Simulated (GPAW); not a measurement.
# Screening of a field by W2CS2 MXene monolayer

Wanted: the out-of-plane polarisability of W2CS2 MXene monolayer.

Calculated with GPAW 26.7.0; GPAW, PAW setups; layer in a repeated cell with vacuum, relaxation of atoms and in-plane cell, in the first sound run; inputs show where later runs differ.

## Step 1: Starting point

The cell holds 5 atoms: 2 S, 2 W and 1 C. Cell: a = 3.125 Å, b = 3.125 Å, c = 19.950 Å, α = 90.0°, β = 90.0°, γ = 120.0°. Vacuum lies along c.

## Step 2: Relaxing the atoms

Forces are removed first; all later runs use this geometry.

Contents of run.py:

```python
import json
import numpy as np
from ase import Atoms
from ase.filters import FrechetCellFilter
from ase.optimize import BFGS
from gpaw import GPAW, PW

slab = Atoms(
    ['S', 'W', 'C', 'W', 'S'],
    positions=[
        [-0.00000, 1.80446, 7.00000],
        [1.56270, 0.90223, 8.74184],
        [0.00000, 0.00000, 9.97504],
        [-0.00000, 1.80446, 11.20825],
        [1.56270, 0.90223, 12.95008]],
    cell=[[3.12541, 0.0, 0.0], [-1.5627, 2.70668, 0.0], [0.0, 0.0, 19.9501]],
    pbc=[True, True, True])

slab.calc = GPAW(mode=PW(600), xc='PBE', kpts={'size': (12, 12, 1), 'gamma': True},
                 occupations={'name': 'fermi-dirac', 'width': 0.05}, nbands='160%',
                 convergence={'density': 1e-05}, maxiter=200,
                 symmetry={'tolerance': 1e-3}, txt='slab.txt')
result = {}
# The in-plane cell is free; stress needs a cell that repeats along all three vectors
path = []
opt = BFGS(FrechetCellFilter(slab, mask=[1, 1, 0, 0, 0, 1]), maxstep=0.2)
opt.attach(lambda: path.append((slab.get_potential_energy(), slab.positions.tolist(), slab.get_forces().tolist())))
result['relaxed'] = bool(opt.run(fmax=0.02, steps=45))
result['path'] = path
result['cell'] = slab.cell.tolist()
print('in-plane lattice', slab.cell.cellpar().round(4)[[0, 1, 5]])
energy = slab.get_potential_energy()
fermi = slab.calc.get_fermi_level()
v = slab.calc.get_electrostatic_potential().mean((0, 1)) - fermi
n = slab.calc.get_pseudo_density().mean((0, 1))
L = slab.cell[2, 2]
z = np.arange(len(v)) * L / len(v)
low, high = slab.positions[:, 2].min(), slab.positions[:, 2].max()
below, above = np.interp([low - 4.8, high + 4.8], z, v)
slopes = [np.interp(x, z, np.gradient(v, z)) for x in (low - 4.8, high + 4.8)]
eps = np.array([[slab.calc.get_eigenvalues(k, s) for k in range(len(slab.calc.get_ibz_k_points()))]
                for s in range(slab.calc.get_number_of_spins())]) - fermi
top, bottom = eps[eps < 0].max(), eps[eps > 0].min()
dipole = slab.get_dipole_moment()[2]
print(f'energy {energy:.4f} eV, Fermi level {fermi:.4f} eV, dipole {dipole:.5f} e A')
print(f'potential 4.8 A off the faces, from the Fermi level: lower {below:.4f} eV, upper {above:.4f} eV')
print(f'slope of the potential there: lower {slopes[0]:.5f}, upper {slopes[1]:.5f} eV/A')
print(f'nearest levels on the mesh: {top:.4f} and {bottom:.4f} eV')
print('magnetic moment', round(slab.get_magnetic_moment(), 3))
result.update(energy=energy, fermi=fermi, dipole=dipole, below=below, above=above, slopes=slopes, edges=[top, bottom],
              z=z.tolist(), v=v.tolist(), n=n.tolist(), positions=slab.positions.tolist(),
              forces=slab.get_forces(apply_constraint=False).tolist(), moments=slab.get_magnetic_moments().tolist())
json.dump(result, open('result.json', 'w'))
```

The run is started by

```bash
$ OMP_NUM_THREADS=1 OPENBLAS_NUM_THREADS=1 python run.py
```

The log of the run:

```text
Step          Energy          fmax
BFGS:    0      -41.539122        1.181211
BFGS:    1      -41.575601        0.971957
BFGS:    2      -41.657600        0.792668
BFGS:    3      -41.678805        0.881423
BFGS:    4      -41.860595        0.950588
BFGS:    5      -41.933533        0.749155
BFGS:    6      -41.998073        0.821332
BFGS:    7      -42.030269        0.780292
BFGS:    8      -42.055580        0.417035
BFGS:    9      -42.069518        0.230633
BFGS:   10      -42.076723        0.057660
BFGS:   11      -42.077165        0.019708
in-plane lattice [  3.2709   3.2709 120.    ]
energy -42.0687 eV, Fermi level 1.3050 eV, dipole -0.00017 e A
potential 4.8 A off the faces, from the Fermi level: lower 5.0824 eV, upper 5.0836 eV
slope of the potential there: lower -0.00028, upper -0.00019 eV/A
nearest levels on the mesh: -0.0930 and 0.0462 eV
magnetic moment 0.0
```

The job ended after 5.9 min (1 thread of AMD EPYC 9B45 (Zen 5), shared host; peak memory 0.45 GiB).

This step gave:

- dipole along the normal: -1.70e-4 e·Å
- levels nearest the Fermi level on the mesh: -0.09298, 0.04618 eV from the Fermi level

Electrostatic potential energy of an electron (without an applied field's), less the Fermi level, planar mean against z:

```
z (Å)  electrostatic potential energy of an electron (without an applied field's), less the Fermi level, planar mean (eV)
  0.0                                                                                                                5.08
  0.5                                                                                                                5.08
  1.0                                                                                                                5.08
  1.5                                                                                                                5.08
  2.0                                                                                                                5.08
  2.5                                                                                                                5.08
  3.0                                                                                                                5.08
  3.5                                                                                                                5.08
  4.0                                                                                                                5.08
  4.5                                                                                                                5.07
  5.0                                                                                                                5.05
  5.5                                                                                                                4.92
  6.0                                                                                                                4.27
  6.5                                                                                                                1.15
  7.0                                                                                                               -10.8
  7.5                                                                                                               -14.7
  8.0                                                                                                               -6.04
  8.5                                                                                                               -15.3
  9.0                                                                                                               -23.0
  9.5                                                                                                               -13.2
 10.0                                                                                                               -14.4
 10.5                                                                                                               -13.9
 11.0                                                                                                               -23.3
 11.5                                                                                                               -13.8
 12.0                                                                                                               -6.08
 12.5                                                                                                               -16.0
 13.0                                                                                                               -9.10
 13.5                                                                                                                1.71
 14.0                                                                                                                4.39
 14.5                                                                                                                4.94
 15.0                                                                                                                5.05
 15.5                                                                                                                5.08
 16.0                                                                                                                5.08
 16.5                                                                                                                5.08
 17.0                                                                                                                5.08
 17.5                                                                                                                5.08
 18.0                                                                                                                5.08
 18.5                                                                                                                5.08
 19.0                                                                                                                5.08
 19.5                                                                                                                5.08
```

The pseudo valence density, planar mean by z:

z (Å), pseudo valence density, planar mean (e/Å³) and a bar:
```
        4       0.00 
        5       0.00 
        6       0.05 #
        7       0.39 ########
        8       0.46 ##########
        9       1.40 ##############################
       10       0.64 ##############
       11       1.42 ##############################
       12       0.46 ##########
       13       0.39 ########
       14       0.04 #
       15       0.00 
       16       0.00
```

The relaxation lowered the energy of the cell by 0.542 eV (energies extrapolated to zero smearing; the optimiser's log prints free energies). The largest force left on a free atom is 0.020 eV/Å.

## Step 3: Plane waves, PBE

With the geometry fixed, the planar mean of the potential gives the vacuum level on each side.

This step: GPAW, PAW setups; slab in vacuum (GPAW 26.7.0).

The cell differs from the one that the last finished run ended in (c 19.950 → 19.366 Å).

Changes to run.py since step 2:

```diff
@@ -3,4 +3,2 @@
 from ase import Atoms
-from ase.filters import FrechetCellFilter
-from ase.optimize import BFGS
 from gpaw import GPAW, PW
@@ -10,23 +8,16 @@
     positions=[
-        [-0.00000, 1.80446, 7.00000],
-        [1.56270, 0.90223, 8.74184],
-        [0.00000, 0.00000, 9.97504],
-        [-0.00000, 1.80446, 11.20825],
-        [1.56270, 0.90223, 12.95008]],
-    cell=[[3.12541, 0.0, 0.0], [-1.5627, 2.70668, 0.0], [0.0, 0.0, 19.9501]],
-    pbc=[True, True, True])
+        [-0.00000, 1.88845, 7.00000],
+        [1.63544, 0.94422, 8.61686],
+        [0.00000, -0.00000, 9.68318],
+        [-0.00000, 1.88845, 10.74951],
+        [1.63544, 0.94422, 12.36636]],
+    cell=[[3.27088, -0.0, 0.0], [-1.63544, 2.83266, 0.0], [0.0, 0.0, 19.3664]],
+    pbc=[True, True, False])
 
-slab.calc = GPAW(mode=PW(600), xc='PBE', kpts={'size': (12, 12, 1), 'gamma': True},
+slab.calc = GPAW(mode=PW(500), xc='PBE', kpts={'size': (12, 12, 1), 'gamma': True},
                  occupations={'name': 'fermi-dirac', 'width': 0.05}, nbands='160%',
                  convergence={'density': 1e-05}, maxiter=200,
+                 poissonsolver={'dipolelayer': 'xy'},
                  symmetry={'tolerance': 1e-3}, txt='slab.txt')
 result = {}
-# The in-plane cell is free; stress needs a cell that repeats along all three vectors
-path = []
-opt = BFGS(FrechetCellFilter(slab, mask=[1, 1, 0, 0, 0, 1]), maxstep=0.2)
-opt.attach(lambda: path.append((slab.get_potential_energy(), slab.positions.tolist(), slab.get_forces().tolist())))
-result['relaxed'] = bool(opt.run(fmax=0.02, steps=45))
-result['path'] = path
-result['cell'] = slab.cell.tolist()
-print('in-plane lattice', slab.cell.cellpar().round(4)[[0, 1, 5]])
 energy = slab.get_potential_energy()
```

The log of the run:

```text
energy -42.0532 eV, Fermi level 1.4970 eV, dipole -0.00050 e A
potential 4.8 A off the faces, from the Fermi level: lower 5.0783 eV, upper 5.0892 eV
slope of the potential there: lower -0.00002, upper 0.00002 eV/A
nearest levels on the mesh: -0.0929 and 0.0462 eV
magnetic moment 0.0
```

Run time: 31 s. Hardware: 1 thread; peak memory 0.25 GiB.

Numbers from this step:

```yaml
dipole_along_the_normal: -4.98e-4 e·Å
levels_nearest_the_fermi_level_on_the_mesh: -0.09295, 0.04615 eV from the Fermi level
upper_work_function: 5.089 eV
lower_work_function: 5.078 eV
```

The electrostatic potential energy of an electron (without an applied field's), less the Fermi level, planar mean oscillates, so the rows of the table below give means over windows of 1.74 Å about each position, cut where the curve ends. Its maxima inside the range that stand out by 2 % of the span (Å: eV): 7.6: -6.05, 9.4: -12.3, 10.0: -12.3, 11.7: -6.04. Its minima: 7.0: -17.9, 8.6: -23.5, 9.7: -14.5, 10.7: -23.5, 12.4: -17.9.

Electrostatic potential energy of an electron (without an applied field's), less the Fermi level, planar mean against z; means over each step:

z (Å), electrostatic potential energy of an electron (without an applied field's), less the Fermi level, planar mean (eV) and a bar from the least value:
```
     0.87        5.1 ##############################
     2.61        5.1 ##############################
     4.35        5.0 ##############################
     6.09       -1.0 #####################
     7.83      -13.6 ##
     9.57      -15.1 
    11.31      -14.2 #
    13.05       -3.9 #################
    14.79        5.0 ##############################
    16.53        5.1 ##############################
    18.27        5.1 ##############################
```

Table of pseudo valence density, planar mean by z:

```
z (Å)  pseudo valence density, planar mean (e/Å³)
  3.5                                      4.6e-5
  4.0                                      2.1e-4
  4.5                                      1.0e-3
  5.0                                     0.00479
  5.5                                      0.0244
  6.0                                       0.111
  6.5                                       0.337
  7.0                                       0.382
  7.5                                       0.473
  8.0                                       0.547
  8.5                                        1.34
  9.0                                       0.966
  9.5                                       0.651
 10.0                                       0.673
 10.5                                        1.17
 11.0                                        1.10
 11.5                                       0.478
 12.0                                       0.483
 12.5                                       0.383
 13.0                                       0.276
 13.5                                      0.0769
 14.0                                      0.0157
 14.5                                     0.00313
 15.0                                      6.6e-4
 15.5                                      1.4e-4
```

The potential is flat to 1.5e-5 eV/Å where it is read, so the vacuum is wide enough.

## Step 4: Field on

A uniform field along the normal polarises the slab; the atoms stay fixed, so this is the electronic response alone.

Changes to run.py since step 3:

```diff
@@ -4,2 +4,3 @@
 from gpaw import GPAW, PW
+from gpaw.external import ConstantElectricField
 
@@ -20,2 +21,3 @@
                  poissonsolver={'dipolelayer': 'xy'},
+                 external=ConstantElectricField(-0.2, [0, 0, 1]),
                  symmetry={'tolerance': 1e-3}, txt='slab.txt')
```

The log of the run:

```text
energy -42.0607 eV, Fermi level 1.4957 eV, dipole -0.07471 e A
potential 4.8 A off the faces, from the Fermi level: lower 4.3565 eV, upper 5.8156 eV
slope of the potential there: lower 0.00001, upper 0.00005 eV/A
nearest levels on the mesh: -0.0930 and 0.0462 eV
magnetic moment 0.0
```

It took 1.9 min on 1 thread; peak memory 0.53 GiB.

This step gave:

```yaml
dipole_along_the_normal: -0.07471 e·Å
levels_nearest_the_fermi_level_on_the_mesh: -0.09302, 0.04618 eV from the Fermi level
potential_below_the_slab_the_applied_field_s_own_ramp_left_out: 4.356 eV from the Fermi level
potential_above_the_slab_the_applied_field_s_own_ramp_left_out: 5.816 eV from the Fermi level
```

The electrostatic potential energy of an electron (without an applied field's), less the Fermi level, planar mean by z:

```
z (Å)  electrostatic potential energy of an electron (without an applied field's), less the Fermi level, planar mean (eV)
  0.0                                                                                                                5.09
  0.5                                                                                                                4.36
  1.0                                                                                                                4.36
  1.5                                                                                                                4.36
  2.0                                                                                                                4.36
  2.5                                                                                                                4.36
  3.0                                                                                                                4.36
  3.5                                                                                                                4.36
  4.0                                                                                                                4.35
  4.5                                                                                                                4.34
  5.0                                                                                                                4.28
  5.5                                                                                                                3.96
  6.0                                                                                                                2.37
  6.5                                                                                                               -4.87
  7.0                                                                                                               -18.4
  7.5                                                                                                               -7.97
  8.0                                                                                                               -10.0
  8.5                                                                                                               -22.7
  9.0                                                                                                               -17.4
  9.5                                                                                                               -13.2
 10.0                                                                                                               -12.3
 10.5                                                                                                               -20.2
 11.0                                                                                                               -19.5
 11.5                                                                                                               -6.90
 12.0                                                                                                               -9.80
 12.5                                                                                                               -15.4
 13.0                                                                                                              -0.661
 13.5                                                                                                                4.42
 14.0                                                                                                                5.52
 14.5                                                                                                                5.75
 15.0                                                                                                                5.80
 15.5                                                                                                                5.81
 16.0                                                                                                                5.81
 16.5                                                                                                                5.82
 17.0                                                                                                                5.82
 17.5                                                                                                                5.82
 18.0                                                                                                                5.82
 18.5                                                                                                                5.82
 19.0                                                                                                                5.74
```

The dipole is now -0.0747 e Å, against -5.0e-4 in the run without a field.

(Continued in part 2 of 2.)

[Logs are printed without paths, hosts, clocks, repeated set-up lines and the standing remarks that a program may print on its own settings, such as how far it seeks lower states.]

[Hosts, paths, dates, database ids (printed as entryN), source tags and the programs' standing remarks are cut or masked in the printed files.]
